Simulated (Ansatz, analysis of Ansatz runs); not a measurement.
# A hop of Br in LiGaBr3 (P2_1/m), charge +1, part 2 of 4

Wanted: path and barrier of a jump of Br in LiGaBr3 (P2_1/m) at charge +1. The case: V_Br hop (3.6 Å), in a cell of 40 host atoms with 1 Br taken out.

Ansatz 0.2.0; plane-wave PAW DFT, PBEsol; nudged elastic band between two relaxed defect structures at fixed charge in a uniform background.

So far: Set-up; Relaxation of the start point, charge +1.

**3. Relaxation of the end point, charge +1**

Level of this step: plane-wave PAW DFT, PBEsol; relaxation of all atoms of a defect supercell at fixed charge in a uniform background (Ansatz).

The end point is relaxed in the same cell and settings, so that the two energies compare.

Input file qp1.end/input.yaml:

```yaml
crystal:
  lattice:
    - [-0.47907076, 10.28633376, 7.91295972]
    - [6.04077238, 0.0, 7.9142655]
    - [6.51984314, 10.28633376, 0.00130578]
  atoms:
    - { symbol: Li, position: [0.0, 0.5, 0.5] }
    - { symbol: Li, position: [0.5, 0.0, 0.0] }
[... 2 atom lines left out ...]
    - { symbol: Li, position: [0.25, 0.25, 0.75] }
    - { symbol: Li, position: [0.75, 0.75, 0.25] }
[... 1 atom line left out ...]
    - { symbol: Li, position: [0.75, 0.25, 0.25] }
    - { symbol: Ga, position: [0.36698232, 0.5929459, 0.38301768] }
[... 2 atom lines left out ...]
    - { symbol: Ga, position: [0.93607733, 0.82063801, 0.31392267] }
[... 1 atom line left out ...]
    - { symbol: Ga, position: [0.63301768, 0.4070541, 0.61698232] }
[... 7 atom lines left out ...]
    - { symbol: Br, position: [0.456854, 1.352728, 0.474539] }
[... 1 atom line left out ...]
    - { symbol: Br, position: [0.83029463, 0.24086639, 0.41970537] }
[... 7 atom lines left out ...]
    - { symbol: Br, position: [0.29410768, 0.02133366, 0.63837693] }
[... 1 atom line left out ...]
    - { symbol: Br, position: [0.46070759, 0.07636317, 0.78929241] }
[... 2 atom lines left out ...]
    - { symbol: Br, position: [0.53929241, 0.92363683, 0.21070759] }
[... 1 atom line left out ...]
    - { symbol: Br, position: [0.66970537, 0.25913361, 0.08029463] }
total_charge: 1
basis:
  ecutwfc: 420
  xc_grid: 2
hamiltonian:
  xc: pbesol
kpoints:
  mp_grid: { grid: [1, 1, 1] }
scf:
  occupations: { method: fixed }
  max_iter: 60
output:
  forces: true
relax:
  f_tol: 0.02
  max_steps: 70
  random_displacement: { amplitude: 0.03, seed: 8732 }
```

Started as:

```bash
$ ansatz run input.yaml --threads 4 --pin off --max-ram 7536MiB --backend cpu --events-out ev --progress --plain --runs-dir out
```

Numbers of over 12 decimals in the logs are rounded to 6 here.

What it wrote:

```text
[...]
Crystal: 39 atoms, lattice volume = 1061.383 Å³
Basis set: ecut = 420 eV, 20769 PW (Γ), exchange–correlation on 180×144×180 points (8 copies of the dense FFT grid, shifted against one another)
Bands: 183, of which v1, the nominal top of the filled ones, is band 144 counted from 1 (143 counted from 0)
Symmetry: 1 space group operations
k-points: 1
[...]
SCF iter   1: F=—  HF=-94553.227665 eV  |F-HF|=—  |Δ(HF+E_count)|=         —  Δρ=7.43e-3  dr2=1.23e0  ethr=1.77e-3  ⟨swp⟩=5.0  Hψ=604  notcnv=0  defer=36
[...]
SCF iter   8: F=-94552.827435 eV  HF=-94552.827435 eV  |F-HF|=3.14e-7  |Δ(HF+E_count)|=   2.25e-5  Δρ=1.54e-5  dr2=2.62e-6  ethr=3.47e-9  ⟨swp⟩=5.0  Hψ=610  notcnv=0
SCF 1 converged in 8 iterations: F = -94552.827435 eV  dr2 = 2.62e-6
[...]
- { symbol: Ga, position: [0.861651, 0.090419, 0.894442] }
    - { symbol: Ga, position: [0.429130, 0.328664, 0.814773] }
    - { symbol: Ga, position: [1.035900, 0.747655, 0.291269] }
    - { symbol: Ga, position: [0.158589, 0.908562, 0.095952] }
    - { symbol: Ga, position: [0.626953, 0.412193, 0.614518] }
    - { symbol: Ga, position: [0.058985, 0.175936, 0.692973] }
    - { symbol: Ga, position: [0.561436, 0.684726, 0.180982] }
    - { symbol: Br, position: [0.389703, 0.300961, 0.040974] }
    - { symbol: Br, position: [0.878227, 0.804801, 0.538203] }
    - { symbol: Br, position: [0.102978, 0.201872, 0.464272] }
    - { symbol: Br, position: [0.608170, 0.706859, 0.953472] }
    - { symbol: Br, position: [0.199872, 0.484150, 0.861275] }
    - { symbol: Br, position: [0.452789, 1.352404, 0.471144] }
    - { symbol: Br, position: [0.351115, 0.746008, 0.895922] }
    - { symbol: Br, position: [0.823796, 0.242226, 0.420024] }
[...]
- { symbol: Br, position: [0.032645, 0.422773, 0.715176] }
    - { symbol: Br, position: [0.542508, 0.922150, 0.211139] }
    - { symbol: Br, position: [0.161138, 0.758847, 0.586012] }
    - { symbol: Br, position: [0.662618, 0.255209, 0.093506] }
[key lines of the parts left out:]
SCF converged after 7 iterations
Free energy (F): -94553.672195 eV
Fermi energy:    2.140697 eV
```

Run time: 45 s. Hardware: 4 threads of Arm Neoverse V1, shared host; peak memory 1.1 GiB; 2.8 min of CPU time.

The steps of the relaxation:

```csv
step,energy less that of the first step (eV),largest force component (eV/Å)
1,0.0000,1.0743
2,-0.4690,0.5605
3,-0.6301,0.2750
4,-0.7243,0.1816
5,-0.7966,0.1187
6,-0.8325,0.1032
7,-0.8346,0.1171
8,-0.8198,0.1705
9,-0.8436,0.0395
10,-0.8395,0.0608
11,-0.8448,0.0125
```

Relaxation steps 8, 10 were tried and not accepted.

The atoms that moved most (Å, from the sites as typed, ahead of the random displacement, the mean shift of all atoms taken out):

```csv
atom,dx,dy,dz,length
Ga12,-0.636,0.791,0.211,1.037
Li1,0.132,0.002,-0.312,0.339
Li8,0.208,-0.050,0.176,0.277
Ga13,-0.140,0.044,0.213,0.259
Br23,-0.133,-0.033,0.205,0.246
Br25,0.183,0.143,-0.031,0.234
Li6,-0.198,-0.002,-0.074,0.212
Br18,0.019,-0.168,-0.013,0.169
```

Neighbours of Br22 at the end:

```csv
atom,distance (Å)
Ga9,2.414
Li8,2.734
Li5,2.846
Br39,3.701
Br30,3.801
Br21,3.858
Br38,3.913
Ga11,3.927
Br34,3.927
Ga14,3.946
Ga16,3.958
Br32,3.965
Br36,3.982
```

This step gave:

| Property | Result |
| --- | --- |
| free energy | -94553.6722 eV |
| largest move from the ideal geometry of this structure, a common shift of the far atoms taken out | 0.9825 Å |

The relaxation gained 0.845 eV and ended with a largest force component of 0.012 eV/Å. The end lies 0.152 eV above the start.

[end of part 2 of 4]

[Logs are printed without paths, hosts, clocks, repeated set-up lines and the standing remarks that a program may print on its own settings, such as how far it seeks lower states.]

[Hosts, paths, dates, database ids (printed as entryN), source tags and the programs' standing remarks are cut or masked in the printed files.]
